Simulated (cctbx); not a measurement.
## CaIr2S4: precision against data quality

Space group I4_1/amd (no. 141, origin choice 1), a = 7.3050 Å, b = 7.3050 Å, c = 10.8680 Å, α = 90.00°, β = 90.00°, γ = 90.00°.

| atom | mult. | x | y | z | Ueq (Å²) |
| --- | --- | --- | --- | --- | --- |
| Ir1 | 8 | 0 | 3/4 | 1/8 | 0.0083 |
| Ca1 | 4 | 1/2 | 0 | 1/4 | 0.0170 |
| S1 | 16 | 0.7815 | 1/2 | 0.1395 | 0.0231 |

The model is made up (kin elements in a known structure type, no relaxation), so it says nothing on whether the phase exists.

Five simulated data sets (cctbx; Mo Kα, λ = 0.71073 Å; 2 % proportional error) differ in resolution or exposure (noise floor 8 counts in the first three, 8 in the last two). Each is refined with the right model, isotropic at 1.1 Å and anisotropic otherwise. How do the figures of merit and the uncertainties move?

| d min (Å) | top counts | ⟨I/σ⟩ (unmerged, absences included) | unique | param. (scale apart) | Rint | R1 | GooF | largest s.u. xyz (fractional) | s.u. U of S1 (Å²) | largest error (Å) |
| --- | --- | --- | --- | --- | --- | --- | --- | --- | --- | --- |
| 1.1 | 5000 | 7.0 | 72 | 5 | 0.034 | 0.0171 | 1.73 | 0.00076 | 0.0016 | 0.0049 |
| 0.84 | 5000 | 6.0 | 151 | 12 | 0.038 | 0.0118 | 0.97 | 0.00031 | 0.0012 | 0.0022 |
| 0.6 | 5000 | 4.6 | 399 | 12 | 0.048 | 0.0156 | 0.98 | 0.00024 | 0.0007 | 0.0007 |
| 0.75 | 300 | 0.9 | 205 | 12 | 0.286 | 0.0540 | 0.92 | 0.00170 | 0.0059 | 0.0109 |
| 0.75 | 3000 | 4.3 | 205 | 12 | 0.054 | 0.0134 | 0.92 | 0.00034 | 0.0011 | 0.0028 |

GooF reaches 1.73 where the model lacks something that the data hold (anisotropy at the isotropic level, for one). The s.u. of U for S1 goes 0.0016, 0.0012, 0.0007 Å² with resolution and 0.0059, 0.0011 Å² with exposure.

The 1.1 Å row also differs in its displacement model, so it isn't a clean test of resolution.

Hardware for the 0.6 Å refinement: 0.57 s on 1 thread of Arm Neoverse N1, with other jobs on the host, peak memory 0.09 GiB.
